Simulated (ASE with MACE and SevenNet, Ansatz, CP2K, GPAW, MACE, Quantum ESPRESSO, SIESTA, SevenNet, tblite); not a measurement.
# Twisted graphene bilayer, 46.83° (76 atoms) in machine-learned potentials

Wanted: machine-learned potentials inputs and outputs for twisted graphene bilayer, 46.83° (76 atoms), checked against a plane-wave reference.

Method: the method is named at each step, in ASE with MACE and SevenNet.

### 1. Starting point

The cell holds 76 atoms: 76 C. Cell: a = 10.723 Å, b = 10.723 Å, c = 15.530 Å, α = 90.0°, β = 90.0°, γ = 120.0°. It derives from C (graphene). Graphene (a = 2.46 Å) under graphene (a = 2.46 Å), bilayer, commensurate cell of 19 unit cells a layer, twist 46.83 deg; facing planes 3.53 Å apart as built; 12 Å of vacuum; minimised with a classical potential. Then every atom was moved at random, 0.05 Å r.m.s. a Cartesian component. Regions: layer 1, 38 atoms (38 C); layer 2, 38 atoms (38 C). Vacuum lies along c.

The yardstick, on the same geometry:

| Item | Value |
| --- | --- |
| method | Kohn-Sham DFT, PBE, SSSP efficiency 1.3.0 pseudopotentials, plane waves (Quantum ESPRESSO 7.5); sssp-pbe-1.3.0-efficiency, cutoffs 45/360 Ry, Γ point |
| r.m.s. force component | 2.982 eV/Å |
| longest force | 12.83 eV/Å |
| time | 98 s on 4 MPI ranks of Arm Neoverse V2, shared host |
| CPU time | 6.5 min |

### 2. MACE MP-0b2 small potential

Method: machine-learned interatomic potential MACE MP-0b2 small, trained on PBE(+U) plane-wave data.

Contents of run.py:

```python
import numpy as np
from ase.io import read
import mlip  # loads the published weights by name

atoms = read("structure.xyz")
atoms.calc = mlip.calc("mace-mp-0b2-small")
energy = atoms.get_potential_energy()
forces = atoms.get_forces()
print(f"energy {energy:.6f} eV")
print("forces (eV/A)")
for i, (a, f) in enumerate(zip(atoms, forces)):
    print(f"{i:4d} {a.symbol:2s} {f[0]:10.5f} {f[1]:10.5f} {f[2]:10.5f}")
```

Contents of structure.xyz:

```xyz
76
Lattice="10.72290 0.00000 0.00000 -5.36145 9.28630 0.00000 0.00000 0.00000 15.53000" Properties=species:S:1:pos:R:3 pbc="T T T"
C -2.26141 7.13717 5.99613
C -1.39226 6.08104 6.05934
C 2.76565 0.35381 6.06990
C -1.69899 8.55055 6.11199
C 0.53984 1.24854 6.08326
C 1.40245 0.08766 6.03294
C 0.23789 3.73801 6.12705
C 1.17512 2.60666 6.10810
C -0.01930 6.25339 6.06804
C 0.84309 5.03364 6.10391
C -0.31166 8.56856 6.04226
C 0.45819 7.59229 6.05810
C 2.60808 2.77298 6.08667
C 3.38763 1.63801 6.09879
C 2.26570 5.28140 6.03527
C 3.05099 4.20484 5.97812
C 1.93591 7.70206 6.06773
C 2.83953 6.46735 6.06571
C 7.12124 0.80354 6.01586
C 2.52010 8.94921 6.09149
C 4.73700 1.79569 6.01073
C 5.61901 0.75943 5.97827
C 4.53943 4.21097 6.05111
C 5.38853 3.01238 6.04133
C 4.29168 6.75160 6.05996
C 5.09751 5.45709 6.03061
C 3.86287 9.05646 6.05390
C 4.80665 8.02949 6.13357
C 6.76620 3.27463 5.98495
C 7.65063 2.15934 6.11618
C 6.44200 5.77589 6.06975
C 7.29581 4.51361 6.11571
C -4.50946 8.13043 6.08403
C -3.69527 6.96575 6.08310
C 9.00284 2.26623 6.08093
C 9.83295 1.07545 6.11556
C -1.90766 4.70676 6.08807
C -1.09872 3.57030 6.02580
C 7.83828 0.34554 9.41553
C 7.26798 1.61136 9.51942
C 6.16797 4.20809 9.48790
C 5.67633 5.58376 9.52067
C 5.95984 1.78938 9.50032
C 5.39464 3.00050 9.48153
C 0.25220 8.64257 9.38789
C 5.08630 0.62014 9.49163
C 4.15839 5.72380 9.46538
C 3.72733 6.97559 9.47578
C 4.04248 3.23693 9.48603
C 3.37728 4.59208 9.45140
C 3.66439 0.76863 9.51896
C 3.13307 2.10270 9.49256
C 2.20693 7.19363 9.51197
C 1.63991 8.57042 9.51632
C 1.99108 4.73165 9.48262
C 1.39403 6.05439 9.43479
[... 16 atom lines left out ...]
C 8.20500 2.68959 9.46554
C 7.68505 4.02385 9.48976
C 6.44795 6.66283 9.45311
C 5.95855 7.96180 9.44286
```

Started as:

```sh
$ OMP_NUM_THREADS=1 python run.py > output.txt
```

The program printed:

```text
energy -688.198279 eV
forces (eV/A)
   0 C    -1.04891    3.78177    1.18374
   1 C    -0.66393   -3.09198   -0.23324
   2 C     2.56795   -0.55696    0.20246
   3 C    -2.45860   -4.09239   -1.15379
   4 C     0.43390    1.19441   -0.01961
   5 C    -0.66182    2.99514    0.30012
   6 C     5.03246    0.21775   -0.57882
   7 C    -1.85294   -1.52718   -0.02392
   8 C     1.56073   -2.49624    0.11016
   9 C    -1.91721    2.93449   -0.27167
  10 C    -3.41152   12.01789   -0.16150
  11 C     8.02544   -7.98481   -0.04290
  12 C    -3.29621    2.85347   -0.40769
  13 C    -2.24813   -0.05001   -0.47851
  14 C    -2.95540   -2.84892    0.03337
  15 C     4.77326   -6.99382    0.80053
  16 C    -0.07740   -3.19863    0.08478
  17 C     0.58414    8.55927   -0.14413
  18 C    -4.82781    3.81636    0.50027
  19 C    -1.23121   -0.87476   -0.67421
  20 C     3.00355   -0.30497    0.17876
  21 C     2.57160   -6.38638    0.20870
  22 C    -1.67719   -0.82414   -0.63378
  23 C    -2.26511    4.47409   -0.57064
[...]
68 C     3.49247    1.02419   -0.35027
  69 C    -4.25696   -2.38160    0.65031
  70 C     6.24457   -6.81075    0.03117
  71 C    -6.62753    3.60631    0.25860
  72 C    -2.23972    3.12088    0.65532
  73 C    -3.88715    1.76322   -0.11652
  74 C     4.45072    1.38594    0.01652
  75 C    -1.42040    2.43040    0.96115
```

Wall time 5.6 s (1 thread of Arm Neoverse V2, shared host); peak memory 0.67 GiB.

Banners, paths, timers and routine set-up lines are dropped from the logs unmarked, and long logs keep their key lines alone; longer cuts are marked.

Against the reference:

```
r.m.s. force component                  : 2.859 eV/Å
r.m.s. difference of force components   : 252.7 meV/Å
longest difference of force vectors     : 942.8 meV/Å
force difference over r.m.s. force      : 8.473 %
slope of forces against the reference's : 0.956
correlation of force components         : 0.9971
```

The surroundings of C11, which bears the longest force, nearest first, numbered as they follow in the input and with coordinates relative to it.

```
atom      x      y      z  distance (Å)  bonds     Fx     Fy  Fz (eV/Å)
 C11   0.00   0.00   0.00          0.00      3  -3.41  12.02      -0.16
 C12   0.77  -0.98   0.02          1.24      3   8.03  -7.98      -0.04
  C4  -1.39  -0.02   0.07          1.39      3  -2.46  -4.09      -1.15
 C22   0.57   1.48  -0.06          1.58      3   2.57  -6.39       0.21
  C9   0.29  -2.32   0.03          2.33      3   1.56  -2.50       0.11
 C17   2.25  -0.87   0.03          2.41      3  -0.08  -3.20       0.08
  C1  -1.95  -1.43  -0.05          2.42      3  -1.05   3.78       1.18
  C3  -2.28   1.07   0.03          2.52      3   2.57  -0.56       0.20
 C21  -0.31   2.51  -0.03          2.53      3   3.00  -0.30       0.18
 C19   2.07   1.52  -0.03          2.57      3  -4.83   3.82       0.50
```

Atoms are counted from 1 here, from 0 in the log.

Forces lie 8.5 % from the reference's, at 0.014 times its CPU time (on 1 against 4 cores).

### 3. SevenNet l3i5 potential

Method: machine-learned interatomic potential SevenNet l3i5, trained on PBE(+U) plane-wave data.

run.py, as its differences from that of step 2:

```diff
@@ -5,3 +5,3 @@
 atoms = read("structure.xyz")
-atoms.calc = mlip.calc("mace-mp-0b2-small")
+atoms.calc = mlip.calc("7net-l3i5")
 energy = atoms.get_potential_energy()
```

structure.xyz is that of step 2.

The program printed:

```text
energy -687.902283 eV
forces (eV/A)
   0 C    -1.28527    3.58623    1.20701
   1 C    -0.85293   -3.25477   -0.19217
   2 C     2.54781   -0.45023    0.21045
   3 C    -2.07921   -4.11041   -1.13032
   4 C     0.73423    1.32953   -0.00387
   5 C    -0.80812    3.29311    0.33306
   6 C     5.23510   -0.00005   -0.50943
   7 C    -2.05117   -1.42473   -0.00257
   8 C     1.61085   -2.25593    0.19826
   9 C    -1.50671    2.90199   -0.23272
  10 C    -3.97905   12.00624   -0.12575
  11 C     8.44422   -8.40402   -0.06474
  12 C    -3.68852    3.23989   -0.47058
  13 C    -2.13827   -0.42965   -0.34904
  14 C    -3.51207   -3.11349    0.08278
  15 C     4.93911   -7.18711    0.90251
  16 C    -0.54998   -3.06611    0.20332
  17 C     1.07152    8.75190   -0.11500
  18 C    -4.74553    4.07214    0.50291
  19 C    -1.45564   -1.06840   -0.60087
  20 C     2.83845    0.10005    0.11794
  21 C     3.03334   -6.58899    0.26536
  22 C    -1.97990   -0.78050   -0.65522
  23 C    -2.12622    4.34999   -0.35434
[...]
68 C     3.43004    0.99569   -0.31928
  69 C    -4.49158   -2.45866    0.58564
  70 C     5.94966   -7.30771    0.04536
  71 C    -6.74654    4.12803    0.15510
  72 C    -2.33219    3.16200    0.60956
  73 C    -3.70217    1.73940   -0.16289
  74 C     4.91694    1.68791   -0.04622
  75 C    -1.60596    2.71391    0.96029
```

Elapsed: 8.6 s, on 1 thread; peak memory 1.6 GiB.

Numbers from this run, and their distance from the reference:

* r.m.s. force component: 2.944 eV/Å
* r.m.s. difference of force components: 135.1 meV/Å
* longest difference of force vectors: 618.6 meV/Å
* force difference over r.m.s. force: 4.531 %
* slope of forces against the reference's: 0.9862
* correlation of force components: 0.999

Against the first run (8.5 %), the force difference from the reference is 4.5 %, at 1.5 times the CPU time.

### 4. SevenNet 0 potential

Method: machine-learned interatomic potential SevenNet 0, trained on PBE(+U) plane-wave data.

run.py, as its differences from that of step 3:

```diff
@@ -5,3 +5,3 @@
 atoms = read("structure.xyz")
-atoms.calc = mlip.calc("7net-l3i5")
+atoms.calc = mlip.calc("7net-0")
 energy = atoms.get_potential_energy()
```

structure.xyz is that of step 3.

The program printed:

```text
energy -688.342041 eV
forces (eV/A)
   0 C    -1.27468    3.50496    1.11286
   1 C    -0.73303   -3.29065   -0.15801
   2 C     2.78955   -0.38451    0.20909
   3 C    -2.02984   -4.19238   -1.14564
   4 C     0.75145    1.20482    0.02418
   5 C    -0.93489    3.06489    0.33836
   6 C     5.32669    0.15900   -0.48056
   7 C    -2.10067   -1.31149   -0.04462
   8 C     1.52388   -2.12758    0.09620
   9 C    -1.61180    2.92484   -0.29358
  10 C    -3.92800   11.90952   -0.09879
  11 C     8.20467   -8.23622   -0.03187
  12 C    -3.33865    3.17844   -0.37051
  13 C    -2.23460   -0.66998   -0.40736
  14 C    -3.40594   -3.10587    0.15851
  15 C     4.66321   -6.67327    0.79496
  16 C    -0.26526   -3.13686    0.07053
  17 C     0.95878    8.50470   -0.14551
  18 C    -4.84448    4.09972    0.44665
  19 C    -1.03386   -0.99442   -0.50287
  20 C     2.86931    0.26491    0.22000
  21 C     2.85951   -6.36692    0.22657
  22 C    -1.83359   -1.10502   -0.57327
  23 C    -1.95706    4.27049   -0.53946
[...]
68 C     3.57043    1.16681   -0.34566
  69 C    -4.65483   -2.58470    0.57153
  70 C     5.99140   -7.34520    0.00397
  71 C    -6.73526    4.22095    0.23663
  72 C    -2.32516    3.14589    0.57114
  73 C    -3.79969    1.86084   -0.11350
  74 C     5.22134    1.67191    0.01128
  75 C    -1.55669    2.59607    0.91875
```

Elapsed: 6.7 s, on 1 thread; peak memory 0.97 GiB.

Compared with the plane-wave run:

| Item | Value |
| --- | --- |
| r.m.s. force component | 2.908 eV/Å |
| r.m.s. difference of force components | 190.8 meV/Å |
| longest difference of force vectors | 668.3 meV/Å |
| force difference over r.m.s. force | 6.397 % |
| slope of forces against the reference's | 0.9732 |
| correlation of force components | 0.9982 |

Against the first run (8.5 %), the force difference from the reference is 6.4 %, at 1.2 times the CPU time.

### 5. All runs compared

Differences are against the plane-wave reference, forces as r.m.s. over components; share is that over the reference's r.m.s. force, slope the least-squares factor from reference forces to these. Total energies of different programs have different zeros and aren't compared.

```
                        run  Δ force, r.m.s. (meV/Å)  share (%)  slope  cores  CPU time  memory (GiB)
                  reference                        -          -      -      4   6.5 min           3.3
MACE MP-0b2 small potential                      253       8.47  0.956      1     5.6 s          0.67
    SevenNet l3i5 potential                      135       4.53  0.986      1     8.6 s           1.6
       SevenNet 0 potential                      191       6.40  0.973      1     6.7 s          0.97
```

Times of the machine-learned potentials are mostly Python's start and the loading of weights.

CPU time is summed over cores on a shared host, where runs went side by side, so it is rough. Symmetry, cutoffs, thresholds, outputs and thread counts weren't matched or tuned between programs; memory under MPI is the largest rank's times the ranks.

### 6. Summary of results

- nearest in forces: SevenNet l3i5 potential, 4.5 %
- its CPU time: 8.6 s

Machine-learned potentials differ by 4.5 % (SevenNet l3i5 potential) to 8.5 % (MACE MP-0b2 small potential); they were trained on other programs' data. Machine-learned potentials mimic data converged in k, so the reference's own k-point error enters their differences. The reference's PBE has no dispersion term, which matters for the binding between molecules or layers. One k-point is far too coarse for the carbon or group-IV sheet, and it can put spurious forces of up to about 1 eV/Å on the sheet's atoms. The electronic-structure runs sample only Γ, in a cell whose shortest periodic width is 9 Å.

[Also dropped from logs without a mark: logging warnings of Python, and SIESTA's first energy breakdown and zero terms.]

[Logs are printed without paths, hosts, clocks, repeated set-up lines and the standing remarks that a program may print on its own settings, such as how far it seeks lower states.]

[Hosts, paths, dates, database ids (printed as entryN), source tags and the programs' standing remarks are cut or masked in the printed files.]
